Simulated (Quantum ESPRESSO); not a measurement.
**KMnF3: which magnetic order is lowest**

Wanted: the moments of KMnF3 and the energy of each order that was tried.

Program: Quantum ESPRESSO 7.5. Level of theory: LDA with U = 4 eV on Mn d (ortho-atomic projectors); plane waves with GBRV 1.5 LDA potentials, no spin-orbit coupling. Results are calculated unless marked as measured.

## (1) Set-up

The structure is cubic, space group Pm-3m (No. 221). Conventional cell: a = 4.189 Å, b = 4.189 Å, c = 4.189 Å, α = 90.00°, β = 90.00°, γ = 90.00°. Nearest to K lie 12 F at 2.96 Å. Nearest to Mn lie 6 F at 2.09 Å. Nearest to F lie 2 Mn at 2.09 Å and 4 K at 2.96 Å. Farther neighbours and most contacts between anions are not listed.

As a file:

```cif
data_structure
_symmetry_space_group_name_H-M 'Pm-3m'
_symmetry_Int_Tables_number 221
_cell_length_a 4.1893
_cell_length_b 4.1893
_cell_length_c 4.1893
_cell_angle_alpha 90.000
_cell_angle_beta 90.000
_cell_angle_gamma 90.000
_cell_volume 73.52
loop_
_atom_site_label
_atom_site_type_symbol
_atom_site_symmetry_multiplicity
_atom_site_Wyckoff_symbol
_atom_site_fract_x
_atom_site_fract_y
_atom_site_fract_z
_atom_site_occupancy
K1 K 1 b 0.50000 0.50000 0.50000 1
Mn1 Mn 1 a 0.00000 0.00000 0.00000 1
F1 F 3 d 0.50000 0.00000 0.00000 1
```

The cell comes from the Crystallography Open Database.

## (2) Start 1: ferro +

The signs are those of the starting moments on the seeded atoms, the atoms that are given a moment.

pw.in

```
&CONTROL
  calculation = 'scf'
  prefix = 'pwscf'
  outdir = './tmp'
  pseudo_dir = './pseudo'
  disk_io = 'nowf'
/
&SYSTEM
  ibrav = 0
  celldm(1) = 8
  nat = 5
  ntyp = 3
  ecutwfc = 40
  ecutrho = 280
  nbnd = 34
  occupations = 'smearing'
  smearing = 'fd'
  degauss = 0.00367493
  nspin = 2
  starting_magnetization(1) = 0
  starting_magnetization(2) = 0.3
  starting_magnetization(3) = 0
/
&ELECTRONS
  conv_thr = 1d-08
  electron_maxstep = 150
  mixing_beta = 0.3
/
ATOMIC_SPECIES
K      39.0983 k_lda_v1.4.uspp.F.UPF
Mn     54.9380 mn_lda_v1.5.uspp.F.UPF
F      18.9984 f_lda_v1.4.uspp.F.UPF
CELL_PARAMETERS alat
   0.9895787067368    0.0000000000000    0.0000000000000
   0.0000000000000    0.9895787067368    0.0000000000000
   0.0000000000000    0.0000000000000    0.9895787067368
ATOMIC_POSITIONS crystal
K       0.5000000000    0.5000000000    0.5000000000
Mn      0.0000000000    0.0000000000    0.0000000000
F       0.5000000000    0.0000000000    0.0000000000
F       0.0000000000    0.5000000000    0.0000000000
F       0.0000000000    0.0000000000    0.5000000000
K_POINTS automatic
6 6 6 0 0 0
HUBBARD {ortho-atomic}
U Mn-3d 4.0000
```

Started as:

```
$ OMP_NUM_THREADS=1 mpirun -n 4 pw.x -nk 4 -in pw.in > pw.out
```

The log of the run:

```text
Program PWSCF v.7.5 starts

     Message from routine setup:
     using ibrav=0 with symmetry is DISCOURAGED, use correct ibrav instead

     K-points division:     npool     =       4
     Subspace diagonalization in iterative solution of the eigenvalue problem:

     G-vector sticks info
     --------------------
     sticks:   dense  smooth     PW     G-vecs:    dense   smooth      PW
     Sum        1389     793    241                39127    17071    2945

     Using Slab Decomposition

     bravais-lattice index     =            0
     lattice parameter (alat)  =       8.0000  a.u.
     unit-cell volume          =     496.1591 (a.u.)^3
     number of atoms/cell      =            5
     number of atomic types    =            3
     number of electrons       =        45.00
     number of Kohn-Sham states=           34
     kinetic-energy cutoff     =      40.0000  Ry
     charge density cutoff     =     280.0000  Ry
     scf convergence threshold =      1.0E-08
     mixing beta               =       0.3000
     number of iterations used =            8  plain     mixing
     Exchange-correlation=  SLA  PZ   NOGX NOGC
                           (   1   1   0   0   0   0   0)
     Hubbard projectors: ortho-atomic
     Hubbard parameters of DFT+U (Dudarev formulation) in eV:
     U(Mn-3d) =  4.0000

     Internal variables: lda_plus_u =T, lda_plus_u_kind = 0

     Internal variables: orbital_resolved =F, hub_pot_fix =F, apply_U = F

     celldm(1)=   8.000000  celldm(2)=   0.000000  celldm(3)=   0.000000
     celldm(4)=   0.000000  celldm(5)=   0.000000  celldm(6)=   0.000000

     crystal axes: (cart. coord. in units of alat)
               a(1) = (   0.989579   0.000000   0.000000 )
               a(2) = (   0.000000   0.989579   0.000000 )
               a(3) = (   0.000000   0.000000   0.989579 )

     reciprocal axes: (cart. coord. in units 2 pi/alat)
               b(1) = (  1.010531  0.000000  0.000000 )
               b(2) = (  0.000000  1.010531  0.000000 )
               b(3) = (  0.000000  0.000000  1.010531 )

     PseudoPot. # 1 for K  read from file:
     k_lda_v1.4.uspp.F.UPF
     Pseudo is Ultrasoft + core correction, Zval =  9.0
     Generated by new atomic code, or converted to UPF format
     Using radial grid of  841 points,  6 beta functions with:
                l(1) =   0
                l(2) =   0
                l(3) =   1
                l(4) =   1
                l(5) =   2
                l(6) =   2
     Q(r) pseudized with  6 coefficients,  rinner =    1.500   1.500   1.500
                                                       1.500   1.500

     PseudoPot. # 2 for Mn read from file:
     mn_lda_v1.5.uspp.F.UPF
     Pseudo is Ultrasoft + core correction, Zval = 15.0
     Generated by new atomic code, or converted to UPF format
     Using radial grid of  859 points,  6 beta functions with:
                l(1) =   0
                l(2) =   0
                l(3) =   1
                l(4) =   1
                l(5) =   2
                l(6) =   2
     Q(r) pseudized with  8 coefficients,  rinner =    0.950   0.950   0.950
                                                       0.950   0.950

     PseudoPot. # 3 for F  read from file:
     f_lda_v1.4.uspp.F.UPF
     Pseudo is Ultrasoft, Zval =  7.0
     Generated by new atomic code, or converted to UPF format
     Using radial grid of  799 points,  4 beta functions with:
                l(1) =   0
                l(2) =   0
                l(3) =   1
                l(4) =   1
     Q(r) pseudized with  8 coefficients,  rinner =    0.950   0.950   0.950

     atomic species   valence    mass     pseudopotential
     K                 9.00    39.09830     K ( 1.00)
     Mn               15.00    54.93800     Mn( 1.00)
     F                 7.00    18.99840     F ( 1.00)

     Starting magnetic structure
     atomic species   magnetization
     K               0.000
     Mn              0.300
     F               0.000

     48 Sym. Ops., with inversion, found

   Cartesian axes

     site n.     atom                  positions (alat units)
         1        K      tau(   1) = (   0.4947894   0.4947894   0.4947894  )
         2        Mn     tau(   2) = (   0.0000000   0.0000000   0.0000000  )
         3        F      tau(   3) = (   0.4947894   0.0000000   0.0000000  )
         4        F      tau(   4) = (   0.0000000   0.4947894   0.0000000  )
         5        F      tau(   5) = (   0.0000000   0.0000000   0.4947894  )

     number of k points=    20  Fermi-Dirac smearing, width (Ry)=  0.0037
                       cart. coord. in units 2pi/alat
        k(    1) = (   0.0000000   0.0000000   0.0000000), wk =   0.0046296
        k(    2) = (   0.0000000   0.0000000   0.1684218), wk =   0.0277778
        k(    3) = (   0.0000000   0.0000000   0.3368437), wk =   0.0277778
        k(    4) = (   0.0000000   0.0000000  -0.5052655), wk =   0.0138889
        k(    5) = (   0.0000000   0.1684218   0.1684218), wk =   0.0555556
        [... 15 further k-points ...]

     Dense  grid:    39127 G-vectors     FFT dimensions: (  45,  45,  45)

     Smooth grid:    17071 G-vectors     FFT dimensions: (  32,  32,  32)

     Check: negative core charge=   -0.000025
     Generating pointlists ...
     new r_m :   0.2886 (alat units)  2.3091 (a.u.) for type    1
     new r_m :   0.2041 (alat units)  1.6328 (a.u.) for type    2
     new r_m :   0.2041 (alat units)  1.6328 (a.u.) for type    3

     Initial potential from superposition of free atoms

     starting charge      43.9971, renormalised to      45.0000

     STARTING HUBBARD OCCUPATIONS:

     =================== HUBBARD OCCUPATIONS ===================
     ------------------------ ATOM    2 ------------------------
     Tr[ns(  2)] (up, down, total) =   5.00000  0.00000  5.00000
     Atomic magnetic moment for atom   2 =   5.00000
     [... lines left out ...]
     Number of occupied Hubbard levels =    5.0000

     Atomic wfc used for Hubbard projectors are orthogonalized

     Starting wfcs are   33 randomized atomic wfcs +    1 random wfcs

     Self-consistent Calculation

     iteration #  1     ecut=    40.00 Ry     beta= 0.30
     Davidson diagonalization with overlap
     ethr =  1.00E-02,  avg # of iterations =  6.9

     =================== HUBBARD OCCUPATIONS ===================
     ------------------------ ATOM    2 ------------------------
     Tr[ns(  2)] (up, down, total) =   4.95314  0.15188  5.10503
     Atomic magnetic moment for atom   2 =   4.80126
     [... lines left out ...]
     Number of occupied Hubbard levels =    5.1050

     Threshold (ethr) on eigenvalues was too large:
     Diagonalizing with lowered threshold

     Davidson diagonalization with overlap
     ethr =  7.97E-04,  avg # of iterations =  1.5

     total energy              =    -414.15643303 Ry
     estimated scf accuracy    <       0.36982489 Ry

     total magnetization       =     5.00 Bohr mag/cell
     absolute magnetization    =     5.00 Bohr mag/cell

     iteration #  2     ecut=    40.00 Ry     beta= 0.30
     Davidson diagonalization with overlap
     ethr =  8.22E-04,  avg # of iterations =  1.9

     total energy              =    -414.19674171 Ry
     estimated scf accuracy    <       0.04688992 Ry

     total magnetization       =     5.00 Bohr mag/cell
     absolute magnetization    =     5.00 Bohr mag/cell

     iteration #  3     ecut=    40.00 Ry     beta= 0.30
     Davidson diagonalization with overlap
     ethr =  1.04E-04,  avg # of iterations =  5.5

     negative rho (up, down):  0.000E+00 2.192E-04

     total energy              =    -414.20058946 Ry
     estimated scf accuracy    <       0.01472239 Ry

     total magnetization       =     5.00 Bohr mag/cell
     absolute magnetization    =     5.00 Bohr mag/cell

     [... further iterations left out ...]

     iteration #  8     ecut=    40.00 Ry     beta= 0.30
     Davidson diagonalization with overlap
     ethr =  2.67E-09,  avg # of iterations =  2.2

     negative rho (up, down):  0.000E+00 6.048E-04

     total energy              =    -414.20192636 Ry
     estimated scf accuracy    <       0.00000062 Ry

     total magnetization       =     5.00 Bohr mag/cell
     absolute magnetization    =     5.00 Bohr mag/cell

     iteration #  9     ecut=    40.00 Ry     beta= 0.30
     Davidson diagonalization with overlap
     ethr =  1.38E-09,  avg # of iterations =  2.8

     negative rho (up, down):  0.000E+00 6.042E-04

     total energy              =    -414.20192658 Ry
     estimated scf accuracy    <       0.00000045 Ry

     total magnetization       =     5.00 Bohr mag/cell
     absolute magnetization    =     5.00 Bohr mag/cell

     iteration # 10     ecut=    40.00 Ry     beta= 0.30
     Davidson diagonalization with overlap
     ethr =  9.95E-10,  avg # of iterations =  2.0

     negative rho (up, down):  0.000E+00 6.041E-04

     total energy              =    -414.20192664 Ry
     estimated scf accuracy    <       0.00000002 Ry

     total magnetization       =     5.00 Bohr mag/cell
     absolute magnetization    =     5.00 Bohr mag/cell

     iteration # 11     ecut=    40.00 Ry     beta= 0.30
     Davidson diagonalization with overlap
     ethr =  4.06E-11,  avg # of iterations =  3.6

     negative rho (up, down):  0.000E+00 6.039E-04

     Magnetic moment per site  (integrated on atomic sphere of radius R)
     atom   1 (R=0.289)  charge=  7.6992  magn=  0.0002
     atom   2 (R=0.204)  charge= 12.3225  magn=  4.2033
     atom   3 (R=0.204)  charge=  6.6586  magn=  0.0606
     atom   4 (R=0.204)  charge=  6.6586  magn=  0.0606
     atom   5 (R=0.204)  charge=  6.6586  magn=  0.0606

     End of self-consistent calculation

     =================== HUBBARD OCCUPATIONS ===================
     ------------------------ ATOM    2 ------------------------
     Tr[ns(  2)] (up, down, total) =   4.98515  0.22726  5.21241
     Atomic magnetic moment for atom   2 =   4.75789
     [... lines left out ...]
     Number of occupied Hubbard levels =    5.2124

     [... lines left out ...]
     the Fermi energy is     7.0141 ev

!    total energy              =    -414.20192665 Ry
     estimated scf accuracy    <          1.2E-09 Ry
     smearing contrib. (-TS)   =      -0.00000000 Ry
     internal energy E=F+TS    =    -414.20192665 Ry

     The total energy is F=E-TS. E is the sum of the following terms:
     one-electron contribution =    -248.32340877 Ry
     hartree contribution      =     143.77155998 Ry
     xc contribution           =     -62.89812028 Ry
     ewald contribution        =    -246.78561166 Ry
     Hubbard energy            =       0.03365409 Ry

     total magnetization       =     5.00 Bohr mag/cell
     absolute magnetization    =     5.00 Bohr mag/cell

     convergence has been achieved in  11 iterations

=------------------------------------------------------------------------------=
   JOB DONE.
=------------------------------------------------------------------------------=
```

It took 10 s on 4 MPI ranks of AMD EPYC 9R14 (Zen 4), shared host; peak memory 0.49 GiB; 39 s of CPU time.

Spin moment in the atom's sphere by atom:

| atom | spin moment in the atom's sphere (μB) |
| --- | --- |
| K1 | 0.00 |
| Mn2 | 4.20 |
| F3 | 0.06 |
| F4 | 0.06 |
| F5 | 0.06 |

Numbers from this step:

| Property | Result |
| --- | --- |
| smearing term TS | 9.85e-12 eV |
| magnetization | 5 μB |
| absolute magnetization | 5.003 μB |
| final state | ferromagnetic |

(Continued in part 2 of 2.)

[Logs and program files are shortened in this print: banners, set-up blocks, solver, clock and traceback lines can be left out without a mark of their own.]

[Logs are printed without paths, hosts, clocks, repeated set-up lines and the standing remarks that a program may print on its own settings, such as how far it seeks lower states.]

[Hosts, paths, dates, database ids (printed as entryN), source tags and the programs' standing remarks are cut or masked in the printed files.]

[Where a cell is said to come from a database of computed structures, the database is the Materials Project.]
